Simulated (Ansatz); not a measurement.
# NbGe2N4 monolayer in a perpendicular field

Aim: how the NbGe2N4 monolayer screens a field along its normal, and what the field does to its bands. A positive field points along +c.

Method: plane-wave DFT, PBE-D3(BJ), Ansatz PAW, in Ansatz 0.2.0.

Most raw output is cut from this account.

## (1) The starting structure

The cell holds 7 atoms: 4 N, 2 Ge and 1 Nb. Its edges and angles: a = 3.020 Å, b = 3.020 Å, c = 45.826 Å, α = 90.0°, β = 90.0°, γ = 120.0°. Vacuum lies along c.

Coordinates:

```xyz
7
Lattice="3.0200 0.0000 0.0000 -1.5100 2.6154 0.0000 0.0000 0.0000 45.8257" Properties=species:S:1:pos:R:3
N     0.0000    0.0000   19.2000
Ge    0.0000    1.7436   19.7878
N     0.0000    1.7436   21.6278
Nb    0.0000    0.0000   22.9128
N     0.0000    1.7436   24.1979
Ge    0.0000    1.7436   26.0379
N     0.0000    0.0000   26.6257
```

## (2) Relaxing the slab

The starting cell is a guess, so the in-plane lattice and the atoms are relaxed first, with the slab cut off from its images along the normal.

input.yaml

```yaml
crystal:
  lattice:
    - [3.02, 0.0, 0.0]
    - [-1.51, 2.6153967194, 0.0]
    - [0.0, 0.0, 45.8256820729]
  atoms:
    - { symbol: "N", position: [0.0, 0.0, 0.4189790338] }
    - { symbol: Ge, position: [0.3333333333, 0.6666666667, 0.4318051195] }
    - { symbol: "N", position: [0.3333333333, 0.6666666667, 0.471957277] }
    - { symbol: Nb, position: [0.0, 0.0, 0.5], spin: 1.0 }
    - { symbol: "N", position: [0.3333333333, 0.6666666667, 0.528042723] }
    - { symbol: Ge, position: [0.3333333333, 0.6666666667, 0.5681948805] }
    - { symbol: "N", position: [0.0, 0.0, 0.5810209662] }
  periodic: [true, true, false]
magnetization:
  spin_polarized: true
kpoints:
  mp_grid: { grid: [12, 12, 1] }
hamiltonian:
  xc: pbe
  dispersion: d3bj
scf:
  occupations: { method: fermi_dirac, width: 0.05 }
  convergence: { dr2_threshold: 1.0e-09 }
relax:
  f_tol: 0.004
  max_steps: 90
  cell: {}
output:
  write_potential: true
  write_density: true
  volumetric_format: npy
```

On the command line:

```sh
> ansatz run input.yaml --threads 4 --pin off --max-ram 6144MiB --backend cpu --events-out ev --progress --plain --runs-dir out
```

Elapsed: 1.8 min, on 4 threads of Intel Xeon Platinum 8488C (Sapphire Rapids), shared host; peak memory 1.1 GiB.

The steps of the relaxation:

```csv
step,energy less that of the first step (eV),largest force component (eV/Å),volume (Å³)
1,0.0000,1.7357,361.95
2,-0.0907,0.4592,373.12
3,-0.1483,0.1934,370.61
4,-0.1525,0.0604,371.03
5,-0.1526,0.0247,371.57
6,-0.1527,0.0007,371.47
7*,-0.1598,0.0009,371.47
8,-0.1597,0.0013,371.67
9*,-0.1599,0.0012,371.67
```

Relaxation steps marked * repeat the geometry before them on a plane-wave basis chosen anew for their cell, so energy and pressure can jump there.

Forces are held to the 12 operations that the run works with; a distortion that breaks them can't arise in this run.

```
cell as run  before  after  change
      a (Å)   3.020  3.060  +1.3 %
      b (Å)   3.020  3.060  +1.3 %
```

The atoms that moved most (Å, along periodic axes as changes of fractional coordinates times the final cell, across vacuum about the mean position):

```csv
atom,dx,dy,dz,length
N3,0.000,0.000,0.068,0.068
N5,0.000,0.000,-0.068,0.068
Ge2,0.000,0.000,0.034,0.034
Ge6,0.000,0.000,-0.034,0.034
N1,0.000,0.000,0.009,0.009
N7,0.000,0.000,-0.009,0.009
```

Final coordinates:

```cif
data_structure
_symmetry_space_group_name_H-M 'P 1'
_symmetry_Int_Tables_number 1
_cell_length_a 3.0602
_cell_length_b 3.0602
_cell_length_c 45.8257
_cell_angle_alpha 90.000
_cell_angle_beta 90.000
_cell_angle_gamma 120.000
_cell_volume 371.66
loop_
_atom_site_label
_atom_site_type_symbol
_atom_site_fract_x
_atom_site_fract_y
_atom_site_fract_z
_atom_site_occupancy
N1 N 0.00000 0.00000 0.41918 1
Ge2 Ge 0.33333 0.66667 0.43255 1
N3 N 0.33333 0.66667 0.47344 1
Nb4 Nb 0.00000 0.00000 0.50000 1
N5 N 0.33333 0.66667 0.52656 1
Ge6 Ge 0.33333 0.66667 0.56745 1
N7 N 0.00000 0.00000 0.58082 1
```

Numbers from this step:

* energy at zero smearing: -14681.9831 eV
* total moment: 0.7415 μB
* site moments: 0.005807, 0.003140, 2.12e-4, 0.3164, 2.12e-4, 0.003140, 0.005807 μB

Site moment by atom:

```csv
atom,site moment (μB)
N1,0.006
Ge2,0.003
N3,0.000
Nb4,0.316
N5,0.000
Ge6,0.003
N7,0.006
```

The lattice constant a goes from 3.020 to 3.060 Å.

## (3) Single point, field 0

A sawtooth potential applies the field, turning back in the middle of the vacuum. With the dipole correction the typed value is the field outside the slab. The induced dipole is small, so the SCF threshold is tight.

The cell differs from the one that the last finished run ended in (c 45.826 → 25.408 Å).

input.yaml

```yaml
crystal:
  lattice:
    - [3.0602436704, 0.0, 0.0]
    - [-1.5301218352, 2.6502487604, 0.0]
    - [0.0, 0.0, 25.4076757143]
  atoms:
    - { symbol: "N", position: [0.0, 0.0, 0.3542236646], spin: 0.01 }
    - { symbol: Ge, position: [0.3333333333, 0.6666666667, 0.3783417544] }
    - { symbol: "N", position: [0.3333333333, 0.6666666667, 0.4520921186] }
    - { symbol: Nb, position: [0.0, 0.0, 0.5], spin: 0.32 }
    - { symbol: "N", position: [0.3333333333, 0.6666666667, 0.5479078814] }
    - { symbol: Ge, position: [0.3333333333, 0.6666666667, 0.6216582456] }
    - { symbol: "N", position: [0.0, 0.0, 0.6457763354], spin: 0.01 }
magnetization:
  spin_polarized: true
kpoints:
  mp_grid: { grid: [18, 18, 1] }
  band_path:
    path: [[0, 0, 0], [0.5, 0, 0], [0.33333333, 0.33333333, 0], [0, 0, 0]]
    npoints: 16
hamiltonian:
  xc: pbe
  dispersion: d3bj
scf:
  occupations: { method: fermi_dirac, width: 0.02585 }
  convergence: { dr2_threshold: 1.0e-10 }
efield:
  axis: 3
  dipole_correction: true
  ramp_position: 0.97
  ramp_width: 0.06
  amplitude: 0
output:
  dos: { projected: true, e_range: [-6, 5] }
  write_potential: true
  write_density: true
  volumetric_format: npy
  elf: true
```

It took 24 s on 4 threads; peak memory 1 GiB.

Numbers from this step:

* energy at zero smearing: -14681.9820 eV
* total moment: 0.7741 μB
* site moments: 0.006203, 0.003375, 7.37e-4, 0.3296, 7.37e-4, 0.003375, 0.006203 μB
* work function, upper face: 5.539 eV
* dipole along the normal: 3.59e-7 e·Å

Running mean over a fixed 2.7 Å (it still follows the layers) of the planar mean; the ramp of the sawtooth is left out. The electron's electrostatic potential energy less the Fermi level by z:

```
z (Å)  electron's electrostatic potential energy less the Fermi level (eV)
    3                                                                 5.54
    4                                                                 5.54
    5                                                                 5.54
    6                                                                 5.52
    7                                                                 5.10
    8                                                               -0.591
    9                                                                -6.77
   10                                                                -8.22
   11                                                                -6.72
   12                                                                -11.0
   13                                                                -12.4
   14                                                                -8.09
   15                                                                -7.66
   16                                                                -7.65
   17                                                                -3.65
   18                                                                 3.80
   19                                                                 5.48
   20                                                                 5.54
   21                                                                 5.54
   22                                                                 5.54
```

The density of states has structure finer than the step of the table below, so its rows give means over 0.25 eV, whole bins alone (the curve runs from -6 to 1.99 eV). Peaks (eV: height): total -5.530: 6.72, -5.480: 6.64, -4.870: 9.09, -2.990: 9.00, -2.500: 6.20, -2.200: 8.11, 0.040: 7.22; up -5.530: 5.08, -5.040: 3.64, -4.900: 5.03, -2.990: 5.64, -2.550: 3.00, -2.250: 3.48, -0.710: 4.75; down -5.480: 4.26, -4.950: 3.61, -4.870: 5.55, -2.940: 3.99, -2.200: 5.12, -2.140: 4.22, 0.040: 7.01.

Table of density of states by energy, zero at the Fermi level; means over each step; values in states/eV a cell:

```csv
energy (eV),total,up,down
-5.75,2.70,1.36,1.34
-5.50,4.48,2.33,2.15
-5.25,2.83,1.37,1.46
-5.00,5.36,3.03,2.32
-4.75,5.38,2.70,2.68
-4.50,4.25,1.96,2.28
-4.25,3.58,1.64,1.93
-4.00,2.75,1.38,1.37
-3.75,2.64,1.28,1.36
-3.50,1.92,0.913,1.00
-3.25,3.95,2.20,1.75
-3.00,6.44,3.34,3.10
-2.75,4.59,2.29,2.31
-2.50,5.46,2.56,2.89
-2.25,5.79,2.68,3.11
-2.00,4.51,2.07,2.45
-1.75,2.24,1.12,1.12
-1.50,1.17,0.416,0.751
-1.25,0,0,0
-1.00,0,0,0
-0.75,1.71,1.71,0
-0.50,1.15,1.15,0
-0.25,0.508,0.508,0
0.00,2.41,0.231,2.18
0.25,1.35,0.336,1.01
0.50,0.460,0,0.460
0.75,0.366,0,0.366
1.00,0,0,0
1.25,0,0,0
1.50,0,0,0
1.75,0.0566,0.0481,0.00849
```

Projected DOS per atom over height of the atomic layer and energy from the Fermi level. Layers: N Ge N Nb N Ge N from below.

Values in states/eV, 22 rows by 7 columns, each cell a mean:
```
0.02 0.02 0.01 0.08 0.01 0.02 0.02
0.00 0.00 0.00 0.00 0.00 0.00 0.00
0.00 0.00 0.00 0.00 0.00 0.00 0.00
0.03 0.02 0.02 0.23 0.02 0.02 0.03
0.03 0.02 0.05 0.66 0.05 0.02 0.03
0.04 0.03 0.11 1.54 0.11 0.03 0.04
0.01 0.01 0.06 0.57 0.06 0.01 0.01
0.03 0.02 0.10 1.24 0.10 0.02 0.03
0.00 0.00 0.00 0.00 0.00 0.00 0.00
0.21 0.00 0.22 0.01 0.22 0.00 0.21
0.62 0.01 0.62 0.09 0.62 0.01 0.62
1.43 0.04 1.18 0.37 1.18 0.04 1.43
0.84 0.06 1.33 0.64 1.33 0.06 0.84
1.01 0.13 1.34 0.72 1.34 0.13 1.01
0.68 0.12 0.79 0.50 0.79 0.12 0.68
0.39 0.08 0.43 0.49 0.43 0.08 0.39
0.52 0.16 0.45 0.54 0.45 0.16 0.52
0.66 0.26 0.68 0.70 0.68 0.26 0.66
1.00 0.39 0.87 0.72 0.87 0.39 1.00
0.67 0.30 0.75 0.64 0.75 0.30 0.67
0.59 0.38 0.74 0.54 0.74 0.38 0.59
0.45 0.31 0.44 0.33 0.44 0.31 0.45
```
Columns: height of the atomic layer (Å) from 9 to 16.4 (not evenly spaced); rows upwards: energy from the Fermi level (eV) from -5.96 to 1.96.

Projected DOS per atom, spin up over height of the atomic layer and energy from the Fermi level. Layers: N Ge N Nb N Ge N from below.

Values in states/eV, 22 rows by 7 columns, each cell a mean:
```
0.01 0.02 0.01 0.08 0.01 0.02 0.01
0.00 0.00 0.00 0.00 0.00 0.00 0.00
0.00 0.00 0.00 0.00 0.00 0.00 0.00
0.00 0.00 0.00 0.00 0.00 0.00 0.00
0.01 0.01 0.01 0.08 0.01 0.01 0.01
0.01 0.01 0.02 0.18 0.02 0.01 0.01
0.01 0.01 0.06 0.57 0.06 0.01 0.01
0.03 0.02 0.10 1.24 0.10 0.02 0.03
0.00 0.00 0.00 0.00 0.00 0.00 0.00
0.09 0.00 0.10 0.00 0.10 0.00 0.09
0.30 0.01 0.29 0.04 0.29 0.01 0.30
0.71 0.02 0.55 0.17 0.55 0.02 0.71
0.41 0.03 0.66 0.32 0.66 0.03 0.41
0.49 0.06 0.64 0.36 0.64 0.06 0.49
0.38 0.07 0.43 0.28 0.43 0.07 0.38
0.18 0.04 0.21 0.23 0.21 0.04 0.18
0.26 0.08 0.22 0.27 0.22 0.08 0.26
0.32 0.13 0.29 0.32 0.29 0.13 0.32
0.49 0.19 0.43 0.41 0.43 0.19 0.49
0.35 0.16 0.41 0.36 0.41 0.16 0.35
0.29 0.18 0.38 0.29 0.38 0.18 0.29
0.23 0.16 0.23 0.18 0.23 0.16 0.23
```
Columns: height of the atomic layer (Å) from 9 to 16.4 (not evenly spaced); rows upwards: energy from the Fermi level (eV) from -5.96 to 1.96.

Projected DOS per atom, spin down over height of the atomic layer and energy from the Fermi level. Layers: N Ge N Nb N Ge N from below.

Ten even steps from '0' (0.00 states/eV) to '9' (1.35 states/eV), each cell a mean:
```
0000000
0000000
0000000
0001000
0004000
0009000
0000000
0000000
0000000
0000000
2020202
5041405
3042403
3052503
2021202
1011101
1011101
2022202
3132313
2122212
2121212
1111111
```
Columns: height of the atomic layer (Å) from 9 to 16.4 (not evenly spaced); rows upwards: energy from the Fermi level (eV) from -5.96 to 1.96.

Deep bands are left out, so band numbers here count from the lowest band kept and differ from the log's. The electronic bands at the labelled points (eV, zero at the Fermi level; # counts the bands kept):

| point | up #12 | up #13 | up #14 | up #15 | down #11 | down #12 | down #13 | down #14 |
| --- | --- | --- | --- | --- | --- | --- | --- | --- |
| Γ | -1.74 | 0.07 | 1.79 | 2.18 | -2.23 | -1.73 | 0.44 | 1.80 |
| halfway | -1.85 | -0.45 | 2.37 | 2.76 | -2.71 | -1.83 | 0.27 | 2.53 |
| M | -1.95 | -0.66 | 2.47 | 2.58 | -2.28 | -1.90 | 0.04 | 2.53 |
| halfway | -1.87 | -0.51 | 2.53 | 3.65 | -2.14 | -1.84 | 0.18 | 3.20 |
| K | -1.51 | -0.14 | 1.76 | 3.91 | -2.10 | -1.48 | 0.51 | 2.51 |
| halfway | -1.95 | -0.63 | 2.67 | 3.27 | -2.32 | -1.93 | 0.10 | 2.94 |
| Γ | -1.74 | 0.07 | 1.79 | 2.18 | -2.23 | -1.73 | 0.44 | 1.80 |

Spin density in the ca plane at fractional y = 0.667, with atoms of Ge and N within 0.2 Å of it.

Values in units of 1e-2 e/Å³, 5 rows by 16 columns, each cell a mean:
```
 0.0  0.0  0.0  0.0  0.0  0.0  0.0  0.1  0.0  0.2  1.0  7.7  1.3  0.2  0.0  0.1
 0.0  0.0  0.0  0.0  0.0  0.0  0.0  0.0  0.0  0.2  0.7  5.2  0.9  0.2  0.1  0.0
 0.0  0.0  0.0  0.0  0.0  0.0  0.0  0.0  0.1  0.5 -0.2  0.7 -0.2  0.5  0.1  0.0
 0.0  0.0  0.0  0.0  0.0  0.0  0.0  0.0  0.1  0.7 -0.2  0.1 -0.3  0.7  0.1  0.0
 0.0  0.0  0.0  0.0  0.0  0.0  0.0  0.0  0.1  0.3  0.3  3.2  0.5  0.3  0.1  0.0
```
Columns run along c (16.0 Å, from fractional 0.05 to 0.68 of the cell), rows up along a (3.1 Å). Atoms in or near the plane, at fractional coordinates: Ge at (0.38, 0.33), N at (0.45, 0.33), N at (0.55, 0.33), Ge at (0.62, 0.33).

Electrostatic potential energy in the ca plane at fractional y = 0.667, with atoms of Ge and N within 0.2 Å of it. With pseudopotentials it is smooth inside the atoms' cores, unlike the true potential.

Ten even steps from '0' (-42 eV) to '9' (7 eV), each cell a mean:
```
99999999999999999999988889998764478999888889
99999999999999999999988889998764468999888889
99999999999999999999887678998876678998866789
99999999999999999999853236864688875478522478
99999999999999999998730014610178840036300158
99999999999999999998730014500178840026200148
99999999999999999999852236753588874367422368
99999999999999999999876568998876678898766789
```
Columns run along c (16.0 Å, from fractional 0.05 to 0.68 of the cell; values clipped at the 3rd and 97th percentile), rows up along a (3.1 Å). Atoms in or near the plane, at fractional coordinates: Ge at (0.38, 0.33), N at (0.45, 0.33), N at (0.55, 0.33), Ge at (0.62, 0.33).

ELF of down spins in the ca plane at fractional y = 0.667, with atoms of Ge and N within 0.2 Å of it. It is the smooth field of the valence electrons, not physical close to the nuclei.

Values, 5 rows by 16 columns, each cell a mean:
```
0.00 0.00 0.01 0.16 0.54 0.54 0.13 0.14 0.32 0.20 0.11 0.29 0.60 0.40 0.05 0.00
0.00 0.00 0.00 0.09 0.42 0.44 0.24 0.48 0.24 0.35 0.38 0.28 0.50 0.27 0.03 0.00
0.00 0.00 0.00 0.02 0.18 0.15 0.42 0.67 0.41 0.62 0.66 0.19 0.21 0.08 0.00 0.00
0.00 0.00 0.00 0.01 0.16 0.09 0.43 0.54 0.44 0.57 0.62 0.16 0.16 0.07 0.00 0.00
0.00 0.00 0.00 0.05 0.32 0.35 0.32 0.68 0.28 0.51 0.56 0.27 0.40 0.19 0.02 0.00
```
Columns run along c (16.0 Å, from fractional 0.16 to 0.79 of the cell), rows up along a (3.1 Å). Atoms in or near the plane, at fractional coordinates: Ge at (0.38, 0.33), N at (0.45, 0.33), N at (0.55, 0.33), Ge at (0.62, 0.33).

The work function of the upper face is 5.54 eV.

## (4) Single point, field 0.1 V/Å

Edit input.yaml of step 3 so:

```diff
@@ -31,5 +31,4 @@
   ramp_width: 0.06
-  amplitude: 0
+  amplitude: 0.1
 output:
-  dos: { projected: true, e_range: [-6, 5] }
   write_potential: true
@@ -37,2 +36 @@
   volumetric_format: npy
-  elf: true
```

Run time: 27 s. Hardware: 4 threads; peak memory 0.99 GiB; 1.7 min of CPU time.

The dipole is 0.0375 e·Å.

## (5) Atoms held, field -0.1 V/Å

Edit input.yaml of step 4 so:

```diff
@@ -31,3 +31,3 @@
   ramp_width: 0.06
-  amplitude: 0.1
+  amplitude: -0.1
 output:
```

Wall time 31 s (4 threads); peak memory 0.97 GiB; 1.8 min of CPU time.

The dipole is -0.0375 e·Å.

## (6) Response, atoms held

This step: plane-wave DFT, PBE-D3(BJ), Ansatz PAW; response to a field along the normal, atoms held (Ansatz 0.2.0).

The dipoles give the slope, and the difference of two potentials shows where the field is screened.

This step gave:

* equivalent conductor thickness p/(ε₀AE): 8.372 Å
* distance between the outer atoms: 7.408 Å

Dipole of the cell against applied field:

```csv
applied field (V/Å),dipole of the cell (e·Å)
-0.1000,-0.0375
0.0000,3.6e-7
0.1000,0.0375
```

The total moment stays at 0.774 μB for applied field from -0.1 to 0.1 V/Å.

Local field over the applied field, running mean. From the potentials at -0.1 and 0.1 V/Å; running mean over 2.5 Å. The local field over applied field by z:

```csv
z (Å),local field over applied field
4.5,1.000
5.0,0.998
5.5,0.995
6.0,0.983
6.5,0.952
7.0,0.873
7.5,0.737
8.0,0.572
8.5,0.399
9.0,0.263
9.5,0.178
10.0,0.139
10.5,0.121
11.0,0.112
11.5,0.0941
12.0,0.0706
12.5,0.0529
13.0,0.0554
13.5,0.0746
14.0,0.0985
14.5,0.113
15.0,0.124
15.5,0.143
16.0,0.191
16.5,0.284
17.0,0.429
17.5,0.604
18.0,0.765
18.5,0.893
19.0,0.960
19.5,0.987
20.0,0.996
20.5,0.999
21.0,1.000
```

The induced electron density oscillates, so the rows of the table below give means over windows of 1 Å about each position, cut where the curve ends. Its maxima inside the range that stand out by 2 % of the span (Å: e/Å³ per V/Å): 8.2: 0.00378, 9.2: 0.00178, 10.6: 0.00116, 11.6: 0.00147, 13.1: 8.2e-4, 14.3: 1.7e-4, 15.5: 0.0019, 16.5: -5.7e-4. Its minima: 8.9: 5.7e-4, 9.9: -0.0019, 11.2: -1.7e-4, 12.3: -8.2e-4, 13.8: -0.00147, 14.8: -0.00116, 16.2: -0.00178, 17.2: -0.00378.

Electrons, planar mean, per unit field. Induced electron density against z; means over each step:

| z (Å) | induced electron density (e/Å³ per V/Å) |
| --- | --- |
| 5 | 7.3e-6 |
| 6 | 8.6e-5 |
| 7 | 7.6e-4 |
| 8 | 0.00303 |
| 9 | 0.00132 |
| 10 | -7.3e-4 |
| 11 | 6.2e-4 |
| 12 | -5.1e-6 |
| 13 | 3.5e-4 |
| 14 | -5.5e-4 |
| 15 | -1.5e-4 |
| 16 | -2.1e-4 |
| 17 | -0.00270 |
| 18 | -0.00158 |
| 19 | -2.2e-4 |
| 20 | -2.1e-5 |
| 21 | -1.9e-6 |

By hand: between -0.1 and 0.1 V/Å the dipole changes by 0.07505 e·Å, a slope of 0.3752 e·Å²/V. A perfect conductor of thickness t has p = ε₀AEt, so t = 180.95 × 0.3752 / 8.110 = 8.37 Å (e/ε₀ = 180.95 V·Å, A in Å²).

The induced dipole is that of a conductor 8.37 Å thick.

## (7) Summary of results

| Property | Result |
| --- | --- |
| gap without field | none |
| work function, upper face | 5.54 eV |
| equivalent conductor thickness, atoms held | 8.37 Å |

The induced dipole equals that of a perfect conductor 8.37 Å thick, while the outer atoms lie 7.41 Å apart. There is no gap over 0.03 eV, with or without the field. For an open d or f shell that can be the fault of a semilocal functional without a Hubbard term. The magnetic order is the one reached from the typed start; other orders were not compared. Spin-orbit coupling is left out. The outer anions sit over the metal atoms, one of several polytypes of such layers and not the lowest for every compound.

[Logs are printed without paths, hosts, clocks, repeated set-up lines and the standing remarks that a program may print on its own settings, such as how far it seeks lower states.]

[Hosts, paths, dates, database ids (printed as entryN), source tags and the programs' standing remarks are cut or masked in the printed files.]

[Maps of the electrostatic potential energy from Ansatz leave out the sawtooth potential of an applied field or a dipole correction, so their vacuum need not be flat; planar profiles and work functions include it.]

[The density of states shown here was stored with 400 of the rows of the run's finer table, so its peaks can read low, often by over a quarter, or be missed, and its means over a window can be off by a tenth or more.]
